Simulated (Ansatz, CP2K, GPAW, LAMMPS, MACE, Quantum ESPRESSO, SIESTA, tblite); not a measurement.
# SIESTA on aqueous Ca2+ and HSO4-, 2.3 mol of salt per kg of water at 360 K (85 atoms): settings against a plane-wave reference

Aim: run aqueous Ca2+ and HSO4-, 2.3 mol of salt per kg of water at 360 K (85 atoms) in SIESTA and see how near its forces come to a plane-wave reference, and at what cost.

Program: SIESTA 5.4.2. Level of theory: the method is named at each step. Values are calculated unless marked as measured.

## 1. The system as given

The cell holds 85 atoms: 32 O, 2 S, 50 H and 1 Ca. Its edges and angles: a = 9.346 Å, b = 9.346 Å, c = 9.346 Å, α = 90.0°, β = 90.0°, γ = 90.0°. 24 H2O, 1 Ca2+, 2 HSO4- placed at random, at 1.36 g/cm³; overlaps pushed apart, then 10 ps at 420 K with divalent ions of Li, Roberts, Chakravorty and Merz (J. Chem. Theory Comput. 9, 2733 (2013)); MMFF94 bonds, angles, torsions, charges and radii (Halgren, J. Comput. Chem. 17, 490 (1996)) in harmonic and 12-6 forms; SPC/E water (Berendsen, Grigera and Straatsma, J. Phys. Chem. 91, 6269 (1987)). Snapshot after 20 ps at 360 K and fixed volume.

The yardstick, on the same geometry:

```
method                                           : Kohn-Sham DFT, PBE, PAW, plane waves (Ansatz 0.2.0); cutoff 420 eV, Γ point, fermi-dirac smearing of 0.05 eV; PAW set soft_2
r.m.s. force component                           : 0.6325 eV/Å
longest force                                    : 2.187 eV/Å
pressure                                         : -0.8208 GPa
gap (highest filled to lowest empty level) : 4.112 eV
SCF cycles                                       : 9
time                                             : 6.2 s on 4 threads of Arm Neoverse V1, shared host
CPU time                                         : 23 s
```

## 2. PBE, DZP, shift 0.01 Ry, mesh 500 Ry

Method: Kohn-Sham DFT, PBE, PseudoDojo 0.4.1 norm-conserving pseudopotentials (converted to PSML), numerical atomic orbitals (DZP), diagonalisation.

The .psml files are PseudoDojo norm-conserving potentials that we converted to this format, checked against plane waves on the same files for H, C, O, Si, Ge and Ca alone.

input.fdf reads:

```
SystemLabel cell
NumberOfAtoms 85
NumberOfSpecies 4
%block ChemicalSpeciesLabel
  1 8 O
  2 16 S
  3 1 H
  4 20 Ca
%endblock ChemicalSpeciesLabel
LatticeConstant 1.0 Ang
%block LatticeVectors
  9.34568 0.00000 0.00000
  0.00000 9.34568 0.00000
  0.00000 0.00000 9.34568
%endblock LatticeVectors
PAO.BasisSize DZP
PAO.EnergyShift 0.01 Ry
XC.Functional GGA
XC.Authors PBE
MeshCutoff 500 Ry
%block kgrid_Monkhorst_Pack
  1 0 0 0.0
  0 1 0 0.0
  0 0 1 0.0
%endblock kgrid_Monkhorst_Pack
SolutionMethod diagon
OccupationFunction FD
ElectronicTemperature 580 K
SCF.Mixer.Method Pulay
SCF.Mixer.Weight 0.15
SCF.Mixer.History 8
SCF.Mix Hamiltonian
MaxSCFIterations 300
SCF.DM.Tolerance 1e-04
SCF.H.Tolerance 1.0e-3 eV
WriteForces T
Write.HirshfeldPop T
Write.VoronoiPop T
Write.DM F
Write.H F
XML.Write F
AtomicCoordinatesFormat Fractional
%block AtomicCoordinatesAndAtomicSpecies
  0.28254 0.70154 0.95248 1
  0.26159 0.59508 0.08749 2
  0.10449 0.58309 0.10119 1
  0.33140 0.66172 0.21322 1
  0.33117 0.46480 0.03732 1
  0.24212 0.79783 0.98529 3
  0.62533 0.06097 0.91682 1
  0.78551 0.00181 0.93332 2
  0.85855 0.04441 0.80405 1
  0.76420 0.84371 0.93995 1
  0.83143 0.07617 0.05960 1
  0.61686 0.16300 0.94527 3
  0.26048 0.91305 0.51607 1
  0.30529 0.96631 0.59734 3
  0.33184 0.90181 0.43713 3
  0.69418 0.48456 0.60975 1
  0.75887 0.39938 0.60698 3
  0.61093 0.46405 0.67377 3
  0.61383 0.79429 0.68563 1
  0.51771 0.84129 0.68659 3
  0.64960 0.78420 0.78597 3
  0.39794 0.02735 0.73704 1
  0.32362 0.08991 0.78189 3
  0.49367 0.04981 0.77924 3
  0.33916 0.48815 0.41903 1
  0.34718 0.54788 0.33061 3
  0.29812 0.54714 0.49831 3
  0.65675 0.52160 0.30123 1
  0.71494 0.50478 0.21303 3
  0.60295 0.43248 0.32600 3
  0.71515 0.24860 0.32232 1
  0.74115 0.24796 0.42611 3
  0.79855 0.21476 0.26445 3
  0.82437 0.81120 0.24524 1
  0.85341 0.91081 0.21908 3
  0.80036 0.75657 0.15642 3
  0.87972 0.25224 0.60637 1
  0.88983 0.18400 0.68816 3
  0.97550 0.29340 0.58222 3
  0.27349 0.96041 0.08560 1
  0.19484 0.01936 0.12790 3
  0.35009 0.94536 0.15878 3
  0.81628 0.95566 0.50956 1
  0.88532 0.00719 0.44610 3
  0.83650 0.98030 0.61170 3
  0.25086 0.62401 0.67173 1
  0.28654 0.64905 0.76945 3
  0.24591 0.71252 0.61181 3
  0.09210 0.20590 0.09506 1
  0.99443 0.20314 0.05145 3
  0.12792 0.30672 0.09597 3
  0.00708 0.10522 0.35030 1
  0.04518 0.12227 0.25178 3
  0.06533 0.16038 0.42111 3
  0.45560 0.42437 0.75299 1
  0.41589 0.43882 0.85130 3
[... 25 atom lines left out ...]
  0.14085 0.16631 0.78510 1
  0.14558 0.21858 0.87835 3
  0.06649 0.08960 0.79095 3
  0.76055 0.70127 0.47755 4
%endblock AtomicCoordinatesAndAtomicSpecies
```

On the command line:

```console
$ OMP_NUM_THREADS=1 mpirun -np 2 siesta < input.fdf > output.txt
```

Output:

```text
Version         : 5.4.2
reinit: System Name:
reinit: System Label: cell
initatom: Reading input for the pseudopotentials and atomic orbitals ----------
Species number:   1 Atomic number:    8 Label: O
Species number:   2 Atomic number:   16 Label: S
Species number:   3 Atomic number:    1 Label: H
Species number:   4 Atomic number:   20 Label: Ca
Ground state valence configuration (from tables):   2s02  2p04  3d00  4f00
Ground state valence configuration (from tables):   3s02  3p04  3d00  4f00
Ground state valence configuration (from tables):   1s01  2p00  3d00  4f00
Ground state valence configuration (from tables):   4s02  4p00  3d00  4f00
---- Processing specs for species: O
GGA--PBE XC_GGA_X_PBE--XC_GGA_C_PBE pb
---- Processing specs for species: S
GGA--PBE XC_GGA_X_PBE--XC_GGA_C_PBE pb
---- Processing specs for species: H
GGA--PBE XC_GGA_X_PBE--XC_GGA_C_PBE pb
---- Processing specs for species: Ca
GGA--PBE XC_GGA_X_PBE--XC_GGA_C_PBE pb
Semicore shell(s) with  8 electrons included in the valence for Ca
Semicore shell(s): 3s 3p
Fallback to non-perturbative polarization scheme for Ca
Please see the manual if this is not desired in principle
O pseudopotential only contains V_ls up to l=2 -- lmxkb reset.
S pseudopotential only contains V_ls up to l=2 -- lmxkb reset.
H pseudopotential only contains V_ls up to l=1 -- lmxkb reset.
Using PAO.SplitTailNorm
%block ChemicalSpeciesLabel
    1    8 O                       # Species index, atomic number, species label
    2   16 S                       # Species index, atomic number, species label
    3    1 H                       # Species index, atomic number, species label
    4   20 Ca                      # Species index, atomic number, species label
%endblock ChemicalSpeciesLabel
%block PAO.Basis                 # Define Basis set
O                     2                    # Species label, number of l-shells
 n=2   0   2                         # n, l, Nzeta
   3.532      2.299
   1.000      1.000
 n=2   1   2 P   1                   # n, l, Nzeta, Polarization, NzetaPol
   4.300      2.782
[...]
S                     2                    # Species label, number of l-shells
 n=3   0   2                         # n, l, Nzeta
[...]
n=3   1   2 P   1                   # n, l, Nzeta, Polarization, NzetaPol
[...]
H                     1                    # Species label, number of l-shells
 n=1   0   2 P   1                   # n, l, Nzeta, Polarization, NzetaPol
[...]
Ca                    4                    # Species label, number of l-shells
 n=3   0   1                         # n, l, Nzeta
   3.189
   1.000
 n=4   0   2                         # n, l, Nzeta
   8.412      6.393
   1.000      1.000
 n=3   1   1                         # n, l, Nzeta
   3.626
   1.000
 n=4   1   1                         # n, l, Nzeta
   8.412
   1.000
%endblock PAO.Basis
coor:   Atomic-coordinates input format  =     Fractional
siesta: System type = bulk
initatomlists: Number of atoms, orbitals, and projectors:     85   701   720
siesta: ******************** Simulation parameters ****************************
Total number of electrons:   264.000000
Total ionic charge:   264.000000
 Kpoints in:            1 . Kpoints trimmed:            1
siesta: k-grid: Number of k-points = 1
siesta: k-points from Monkhorst-Pack grid
siesta: k-cutoff (effective) =     4.673 Ang
siesta: k-point supercell and displacements
siesta: k-grid:     1     0     0      0.000
siesta: k-grid:     0     1     0      0.000
siesta: k-grid:     0     0     1      0.000
                     ====================================
                        Single-point calculation
                     ====================================
outcell: Unit cell vectors (Ang):
        9.345680    0.000000    0.000000
        0.000000    9.345680    0.000000
        0.000000    0.000000    9.345680
outcell: Cell vector modules (Ang)   :    9.345680    9.345680    9.345680
outcell: Cell angles (23,13,12) (deg):     90.0000     90.0000     90.0000
outcell: Cell volume (Ang**3)        :    816.2679
Gamma-point calculation with interaction between periodic images
Gamma-point calculation with interaction between periodic images
Some features might not work optimally:
Some features might not work optimally:
e.g. DM initialization from atomic data
e.g. DM initialization from atomic data
new_DM -- step:     1
Initializing Density Matrix...
Attempting to read DM from file... Failed...
DM filled with atomic data:
InitMesh: MESH = 128 x 128 x 128 = 2097152
InitMesh: Mesh cutoff (required, used) =   500.000   518.442 Ry
stepf: Fermi-Dirac step function
        iscf     Eharris(eV)        E_KS(eV)     FreeEng(eV)     dDmax    Ef(eV) dHmax(eV)
   scf:    1   -16819.966335   -16818.367295   -16818.367295  1.838790 -5.286266 10.266380
   scf:    2   -16848.618382   -16834.737067   -16834.737067  0.063309 -5.525721  6.274382
   scf:    3   -16846.901340   -16844.445654   -16844.445654  0.101574 -3.469362  1.266930
[...]
scf:   10   -16844.618992   -16844.618984   -16844.618984  0.000199 -4.136206  0.002468
   scf:   11   -16844.618986   -16844.618985   -16844.618985  0.000072 -4.134755  0.000352
SCF Convergence by DM+H criterion
max |DM_out - DM_in|         :     0.0000719066
max |H_out - H_in|      (eV) :     0.0003520827
SCF cycle converged after 11 iterations
Using DM_out to compute the final energy and forces
siesta: E_KS(eV) =           -16844.6190
siesta: E_KS - E_eggbox =    -16844.6190
siesta: Atomic forces (eV/Ang):
     1    0.008533    0.589929    0.194926
     2   -1.190038    1.444614   -0.006107
     3   -0.275007   -0.542390    0.216960
[...]
84    0.332340    0.686334    0.468959
    85   -0.123833    0.002313    0.085805
----------------------------------------
   Tot    0.003579   -0.005104    0.000803
----------------------------------------
   Max    2.379884
   Res    0.551566    sqrt( Sum f_i^2 / 3N )
----------------------------------------
   Max    2.379884    constrained
Stress tensor Voigt[x,y,z,yz,xz,xy] (kbar):       15.29        2.03       12.70        1.98        0.91       -0.69
(Free)E + p*V (eV/cell)   -16849.7177
Target enthalpy (eV/cell)   -16844.6190
siesta: Program's energy decomposition (eV):
siesta: Ebs     =     -3928.685056
siesta: Eions   =     25268.667745
siesta: Ena     =      4168.734924
siesta: Ekin    =     11045.663070
siesta: Enl     =     -2240.465949
siesta: DEna    =       -66.060047
siesta: DUscf   =        18.316556
siesta: Ex      =     -4206.963919
siesta: Ec      =      -295.175876
siesta: Exc     =     -4502.139796
siesta: Eharris =    -16844.618986
siesta: Etot    =    -16844.618985
siesta: FreeEng =    -16844.618985
siesta: Final energy (eV):
siesta:  Band Struct. =   -3928.685056
siesta:       Kinetic =   11045.663070
siesta:       Hartree =    7407.524443
siesta:         Exch. =   -4206.963919
siesta:         Corr. =    -295.175876
siesta:   Exch.-corr. =   -4502.139796
siesta:  Ion-electron =  -24734.372638
siesta:       Ion-ion =   -6061.294064
siesta:         Total =  -16844.618985
siesta:         Fermi =      -4.134755
siesta: Stress tensor (static) (eV/Ang**3):
siesta:     0.009543   -0.000432    0.000566
siesta:    -0.000432    0.001269    0.001238
siesta:     0.000566    0.001238    0.007927
siesta: Cell volume =        816.267903 Ang**3
siesta: Pressure (static):
siesta:                Solid            Molecule  Units
siesta:          -0.00006803          0.00003777  Ry/Bohr**3
siesta:          -0.00624636          0.00346798  eV/Ang**3
siesta:         -10.00776569          5.55631754  kBar
    Orbital volume contribution        =          20.647200 eV
    (Free)E + p_basis*V_orbitals       =      -16823.971785 eV
    (Free)Eharris+ p_basis*V_orbitals  =      -16823.971786 eV
Hirshfeld Atomic Populations:
Atom #   charge [q] valence [e]  Species
     1    -0.123254    6.123254  O
     2     0.462720    5.537280  S
     3    -0.213530    6.213530  O
     4    -0.157662    6.157662  O
[...]
6     0.099464    0.900536  H
[...]
8     0.473179    5.526821  S
[...]
12     0.108334    0.891666  H
[...]
14     0.062202    0.937798  H
[...]
79    -0.190542    6.190542  O
[...]
82    -0.155228    6.155228  O
    83     0.107654    0.892346  H
    84     0.106807    0.893193  H
    85     0.448539    9.551461  Ca
--------------------
 Total     0.000002
```

Wall time 61 s (2 MPI ranks of Arm Neoverse V1, shared host); peak memory 1.2 GiB; 2 min of CPU time.

Banners and routine set-up lines are dropped from the logs; longer cuts are marked.

Against the reference:

| Quantity | Value |
| --- | --- |
| r.m.s. force component | 0.5516 eV/Å |
| r.m.s. difference of force components | 257.1 meV/Å |
| longest difference of force vectors | 998.3 meV/Å |
| force difference over r.m.s. force | 40.65 % |
| slope of forces against the reference's | 0.7976 |
| correlation of force components | 0.9147 |
| gap (highest filled to lowest empty level) | 4.365 eV |
| gap difference | 0.2534 eV |
| pressure | -1.001 GPa |
| pressure difference | -0.18 GPa |

This run lies far from the reference at the same functional.

Length of the force difference by element (eV/Å):

```
element  atoms  mean  most
     Ca      1  0.17  0.17
      H     50  0.39  0.51
      O     32  0.49  1.00
      S      2  0.15  0.21
```

Levels nearest the highest filled one (eV from it): -0.87, -0.81, -0.75, -0.73, -0.69, -0.56, -0.46, -0.33, -0.28, -0.20, -0.09, 0.00, 4.37, 6.11, 6.32, 6.43, 6.57, 6.61, 6.69, 6.74, 6.93, 7.40, 7.50, 7.60.

Local excerpt of 9 atoms (numbers count through the whole input) about O11, which bears the longest force; x, y, z are measured from there.

```
atom      x      y      z  distance (Å)  bonds  Hirshfeld charge (e)     Fx     Fy  Fz (eV/Å)
 O11   0.00   0.00   0.00          0.00      1                 -0.19   1.63   0.45       2.38
  S8  -0.43  -0.69  -1.18          1.44      4                  0.47  -2.22  -0.56      -0.22
 H50   1.52   1.19  -0.08          1.93      1                  0.09   0.16   0.44       0.08
 H35   0.21  -1.55   1.49          2.16      1                  0.10  -0.33  -1.03      -0.11
 H33  -0.31   1.30   1.91          2.33      1                  0.12  -0.24   0.13       0.92
  O7  -1.93  -0.14  -1.33          2.35      2                 -0.12  -1.02  -0.53      -0.80
 H12  -2.01   0.81  -1.07          2.41      1                  0.11   0.07   0.51       0.73
  O9   0.25  -0.30  -2.39          2.42      1                 -0.16   1.72   0.08      -1.88
 O10  -0.63  -2.17  -1.12          2.52      1                 -0.16   0.41   0.77      -0.07
```

Forces lie 41 % from the reference's, at 5.3 times its CPU time (on 2 against 4 cores).

## 3. PBE, SZP, shift 0.01 Ry, mesh 500 Ry

Method: Kohn-Sham DFT, PBE, PseudoDojo 0.4.1 norm-conserving pseudopotentials (converted to PSML), numerical atomic orbitals (SZP), diagonalisation.

Edit input.fdf of step 2 so:

```diff
@@ -15,3 +15,3 @@
 %endblock LatticeVectors
-PAO.BasisSize DZP
+PAO.BasisSize SZP
 PAO.EnergyShift 0.01 Ry
```

Output:

```text
Version         : 5.4.2
reinit: System Name:
reinit: System Label: cell
initatom: Reading input for the pseudopotentials and atomic orbitals ----------
Species number:   1 Atomic number:    8 Label: O
Species number:   2 Atomic number:   16 Label: S
Species number:   3 Atomic number:    1 Label: H
Species number:   4 Atomic number:   20 Label: Ca
[... lines left out ...]
        iscf     Eharris(eV)        E_KS(eV)     FreeEng(eV)     dDmax    Ef(eV) dHmax(eV)
[... lines left out ...]
SCF Convergence by DM+H criterion
[... lines left out ...]
SCF cycle converged after 12 iterations
[... lines left out ...]
   Max    4.329624
[... lines left out ...]
   Max    4.329624    constrained
Stress tensor Voigt[x,y,z,yz,xz,xy] (kbar):      -49.39      -55.42      -62.23       -1.56        1.50       -0.98
[... lines left out ...]
siesta: FreeEng =    -16807.898522
[... lines left out ...]
siesta:         Fermi =      -4.095178
[... lines left out ...]
siesta:           0.03475277          0.04342386  eV/Ang**3
siesta:          55.68007353         69.57268736  kBar
    Orbital volume contribution        =          17.772823 eV
    (Free)E + p_basis*V_orbitals       =      -16790.125699 eV
    (Free)Eharris+ p_basis*V_orbitals  =      -16790.125699 eV
Hirshfeld Atomic Populations:
Atom #   charge [q] valence [e]  Species
     1    -0.141418    6.141418  O
     2     0.462890    5.537110  S
     3    -0.215444    6.215444  O
     4    -0.168185    6.168185  O
[...]
6     0.114986    0.885014  H
[...]
8     0.475128    5.524872  S
[...]
12     0.121215    0.878785  H
[...]
14     0.067905    0.932095  H
[...]
79    -0.206793    6.206793  O
[...]
82    -0.173323    6.173323  O
    83     0.119078    0.880922  H
    84     0.118504    0.881496  H
    85     0.424259    9.575741  Ca
--------------------
 Total    -0.000004
```

The job ended after 57 s (2 MPI ranks; peak memory 1.1 GiB).

Against the reference:

```yaml
r_m_s_force_component: 1.226 eV/Å
r_m_s_difference_of_force_components: 1464 meV/Å
longest_difference_of_force_vectors: 3560 meV/Å
force_difference_over_r_m_s_force: 231.4 %
slope_of_forces_against_the_reference_s: -0.2985
correlation_of_force_components: -0.154
spacing_of_highest_filled_and_lowest_empty_level: 4.99 eV
gap_difference: 0.8781 eV
pressure: 5.568 GPa
pressure_difference: 6.389 GPa
```

This is a coarse setting, run to see what it loses.

Against the first run (41 %), the force difference from the reference is 231 %, at 0.94 times the CPU time, with 514 basis functions against 701: the smaller basis costs accuracy.

## 4. PBE, SZ, shift 0.01 Ry, mesh 500 Ry

Method: Kohn-Sham DFT, PBE, PseudoDojo 0.4.1 norm-conserving pseudopotentials (converted to PSML), numerical atomic orbitals (SZ), diagonalisation.

Edit input.fdf of step 3 so:

```diff
@@ -15,3 +15,3 @@
 %endblock LatticeVectors
-PAO.BasisSize SZP
+PAO.BasisSize SZ
 PAO.EnergyShift 0.01 Ry
```

On the command line:

```console
$ OMP_NUM_THREADS=1 siesta < input.fdf > output.txt
```

Output:

```text
Version         : 5.4.2
reinit: System Name:
reinit: System Label: cell
initatom: Reading input for the pseudopotentials and atomic orbitals ----------
Species number:   1 Atomic number:    8 Label: O
Species number:   2 Atomic number:   16 Label: S
Species number:   3 Atomic number:    1 Label: H
Species number:   4 Atomic number:   20 Label: Ca
[... lines left out ...]
        iscf     Eharris(eV)        E_KS(eV)     FreeEng(eV)     dDmax    Ef(eV) dHmax(eV)
[... lines left out ...]
SCF Convergence by DM+H criterion
[... lines left out ...]
SCF cycle converged after 13 iterations
[... lines left out ...]
   Max   14.996135
[... lines left out ...]
   Max   14.996135    constrained
Stress tensor Voigt[x,y,z,yz,xz,xy] (kbar):     -179.23     -180.85     -209.81      -17.63        0.23       -7.57
[... lines left out ...]
siesta: FreeEng =    -16724.685321
[... lines left out ...]
siesta:         Fermi =      -2.684417
[... lines left out ...]
siesta:           0.11856697          0.16771897  eV/Ang**3
siesta:         189.96522119        268.71541626  kBar
    Orbital volume contribution        =           9.532137 eV
    (Free)E + p_basis*V_orbitals       =      -16715.153185 eV
    (Free)Eharris+ p_basis*V_orbitals  =      -16715.153185 eV
Hirshfeld Atomic Populations:
Atom #   charge [q] valence [e]  Species
     1    -0.232418    6.232418  O
     2     0.805041    5.194959  S
     3    -0.324561    6.324561  O
     4    -0.273274    6.273274  O
[...]
6     0.122860    0.877140  H
[...]
8     0.831436    5.168564  S
[...]
12     0.135539    0.864461  H
[...]
14     0.099019    0.900981  H
[...]
79    -0.252373    6.252373  O
[...]
82    -0.211816    6.211816  O
    83     0.132847    0.867153  H
    84     0.135118    0.864882  H
    85     0.568017    9.431983  Ca
--------------------
 Total    -0.000005
```

Wall time 52 s (1 thread); peak memory 0.53 GiB.

Compared with the plane-wave run:

```
r.m.s. force component                           : 3.367 eV/Å
r.m.s. difference of force components            : 3604 meV/Å
longest difference of force vectors              : 16410 meV/Å
force difference over r.m.s. force               : 569.8 %
slope of forces against the reference's          : -1.565
correlation of force components                  : -0.294
gap (highest filled to lowest empty level) : 3.037 eV
gap difference                                   : -1.075 eV
pressure                                         : 19 GPa
pressure difference                              : 19.82 GPa
```

This is a coarse setting, run to see what it loses.

Against the first run (41 %), the force difference from the reference is 570 %, at 0.43 times the CPU time (on 1 against 2 cores), with 191 basis functions against 701: the smaller basis costs accuracy.

(Continued in part 2 of 2.)

[Long decimals in the printed logs are rounded to 6 places.]

[Also dropped from logs without a mark: lines with file paths, logging warnings of Python, QE's lines on negative density and diagonalisation, SIESTA's first energy breakdown, zero terms and Voronoi charges.]

[Logs are printed without paths, hosts, clocks, repeated set-up lines and the standing remarks that a program may print on its own settings, such as how far it seeks lower states.]

[Hosts, paths, dates, database ids (printed as entryN), source tags and the programs' standing remarks are cut or masked in the printed files.]

[Most failed runs of this program on this cell are left out, timed-out ones always.]

[The MMFF94 radii named for the starting cell were scaled by 0.96; in molecules described by MMFF94, hydrogen bound to N, O or S took a small fixed 12-6 site in their place.]
